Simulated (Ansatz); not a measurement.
Computed results, one entry a study.

```xyz
14
Lattice="4.049 0.000 0.000 -2.025 3.507 0.000 0.000 0.000 20.184" Properties=species:S:1:pos:R:3 pbc="T T T" subject="From HSE06 to G0W0: LaZn3P3 (P6_3/mmc)" method="G0W0 on HSE06, plane waves, PAW; PAW set soft_1 (and 1 further level or step)" program="Ansatz 0.2.0" settings_of_one_run="cutoff 420 eV, 6×6×2 k-mesh, PAW set soft 1, empty bands 1077, screening cutoff 140 eV, screening contour deformation, QP bands (v4, c4)" cost="2 runs, 11 min in all on 1 × NVIDIA H100 80GB HBM3 (shared by 6 runs) with 3 threads of AMD EPYC 7R13 (Zen 3), shared host (the runs of this entry)" notes="In doubt: masses and optical values from hybrid runs of this build are listed as unsure (in some of the runs), which bears on the screening that GW takes from such a start. The program’s warnings: metallic iterate. The cell and positions are those that the Materials Project relaxed with its own functionals (PBE, PBE+U or r2SCAN), kept fixed. Limits: f levels unsure; no spin-orbit coupling. The differences hold parts that these runs do not separate: finite bands, cutoffs and mesh, points of the zone that were not corrected, the start of G0W0, spin-orbit coupling missing from it, static nuclei, no electron-hole attraction, a cell that is not a measured one, and what each experiment reads as the gap. How much each gives is not known from the steps shown. Bethe-Salpeter run of this series on r2SCAN levels, not shown as steps: 6×6×2 mesh, bands v15 to c8, scissors 0.413 eV, screening to 150 eV, broadening 0.15 eV: shifted direct gap on that mesh 1.769 eV, lowest singlet 1.653 eV, which is optically allowed, binding marked as set by the mesh (warnings: metallic iterate). On each run’s own mesh a state with over a fiftieth of the largest listed weight lies under the shifted direct gap. Where that gap differs from the least direct gap of G0W0@HSE06 here (1.880 eV), the energies are not on the scale of the table; these values are not shown settled in mesh and window. For the G0W0 step: the program’s warnings for this run: metallic iterate." hse06_gap_over_mesh_and_listed_points="0.649 eV, from k = Γ to k = (0.500, 0.000, 0.000)" g0w0_hse06_gap_over_10_of_14_irreducible_mesh_points="0.750 eV, from k = Γ to k = (0.000, -0.500, 0.000)" gw_settings="6×6×2 mesh, 1077 empty bands, screening to 140 eV, PAW set soft_1 files" known_limits="finite bands, screening cutoff and k mesh; no spin-orbit coupling in G0W0; d shells not analysed"
La    0.000    0.000   10.092
La    0.000    0.000    0.000
Zn    2.025    1.169    5.046
Zn    0.000    2.338   15.138
Zn    2.025    1.169   12.739
Zn    0.000    2.338    7.445
Zn    0.000    2.338    2.647
Zn    2.025    1.169   17.537
P     2.025    1.169    1.809
P     0.000    2.338   18.375
P     0.000    2.338   11.901
P     2.025    1.169    8.283
P     2.025    1.169   15.138
P     0.000    2.338    5.046
```

[Paths, hosts, dates, memory and timing lines, banners, echoed tables and standing remarks are left out of the program output.]

[Logs are printed without paths, hosts, clocks, repeated set-up lines and the standing remarks that a program may print on its own settings, such as how far it seeks lower states.]

[Runs of the session that timed out or met a known fault of the program may be left out.]

[Cells called generated may have been cut or substituted from an entry of the Crystallography Open Database or the Materials Project.]

[Hosts, paths, dates, database ids (printed as entryN), source tags and the programs' standing remarks are cut or masked in the printed files.]
